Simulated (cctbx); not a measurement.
# Diagnosing a refinement

Cell a = 4.0670 Å, b = 4.0670 Å, c = 37.9350 Å, α = 90.00°, β = 90.00°, γ = 120.00°; space group R-3m (no. 166).

The data are simulated with cctbx, not measured: Mo Kα, λ = 0.71073 Å, to d = 0.84 Å, 80 % of the full sphere, strongest reflection 70000 counts, noise from counting, a 6 % proportional error and a noise floor of 15 counts (s.d.); no absorption, and some extinction, which the refinements don't model.

An anisotropic refinement with weights 1/σ² prints:

```text
Rint 0.046, 163 unique reflections to 0.84 A
cycle     R1     wR2    GooF  max shift (A)
   1  0.0513  0.1826   5.493   0.00082
   2  0.0289  0.0908   2.733   0.00000
final R1 0.0289 wR2 0.0908 GooF 2.733  parameters 11  data/parameter 14.8
atom        x        y        z      Ueq    occ   su(xyz)  su(Uiso or U11)
Re1    0.66667  0.33333  0.18613   0.0058  1.000  0.00003  0.0006
Bi1    0.00000  0.00000  0.28274   0.0118  1.000  0.00002  0.0006
Mo1    0.33333  0.66667  0.24158   0.0096  1.000  0.00007  0.0010
Mo2    0.00000  0.00000  0.00000   0.0094  1.000  0.00000  0.0010
difference map: max 1.20 min -4.54 rms 0.55
Q1    0.0000  0.0000  0.2286    6    1.21  2.05 A from Bi1
Q2    0.0000  0.5000  0.0000    9    1.12  2.03 A from Mo2
Q3    0.9987  0.4993  0.2915   18    0.95  1.97 A from Mo2
Q4    0.0000  0.0000  0.3363    6    0.94  2.03 A from Bi1
Q5    0.0144  0.5072  0.4306   18    0.89  2.04 A from Mo1
Q6    0.0000  0.0000  0.4867    6    0.82  2.34 A from Mo1
```

**Question.** Can this result stand? If not, what is the likely fault?

Mend it. The fault: wrong element: Re1 is Bi. Against the right model at the same level, R1 goes from 0.0118 to 0.0289 and GooF from 0.85 to 2.73, U of Mo2 swells from 0.0058 to 0.0094 Å², U of Mo1 swells from 0.0063 to 0.0096 Å², U of Bi1 swells from 0.0086 to 0.0118 Å² and a hole of -4.5 e/Å³ opens. Re1 has 8 electrons too few and its U shrinks to make up, as expected.

The compound is Bi4Mo3. The right model at the same level gives:

```text
Rint 0.046, 163 unique reflections to 0.84 A
cycle     R1     wR2    GooF  max shift (A)
   1  0.0178  0.0525   1.580   0.00105
   2  0.0118  0.0284   0.854   0.00000
final R1 0.0118 wR2 0.0284 GooF 0.854  parameters 11  data/parameter 14.8
atom        x        y        z      Ueq    occ   su(xyz)  su(Uiso or U11)
Bi1    0.66667  0.33333  0.18611   0.0061  1.000  0.00001  0.0002
Bi2    0.00000  0.00000  0.28271   0.0086  1.000  0.00001  0.0002
Mo1    0.33333  0.66667  0.24156   0.0063  1.000  0.00002  0.0003
Mo2    0.00000  0.00000  0.00000   0.0058  1.000  0.00000  0.0003
difference map: max 0.86 min -1.51 rms 0.25
Q1    0.0000  0.0000  0.0874    6    0.87  2.27 A from Bi1
Q2    0.0000  0.5000  0.0000    9    0.82  2.03 A from Mo2
Q3    0.0054  0.5027  0.4318   18    0.73  2.05 A from Mo1
Q4    0.0000  0.0000  0.5000    3    0.71  2.46 A from Bi1
Q5    0.0000  0.0000  0.2282    6    0.68  2.07 A from Bi2
Q6    0.0086  0.5043  0.1397   18    0.65  2.05 A from Bi1
```

The model is made up (kin elements in a known structure type, no relaxation), so it says nothing on whether the phase exists.

[Middle refinement cycles are left out of these outputs.]

[Logs are printed without paths, hosts, clocks, repeated set-up lines and the standing remarks that a program may print on its own settings, such as how far it seeks lower states.]
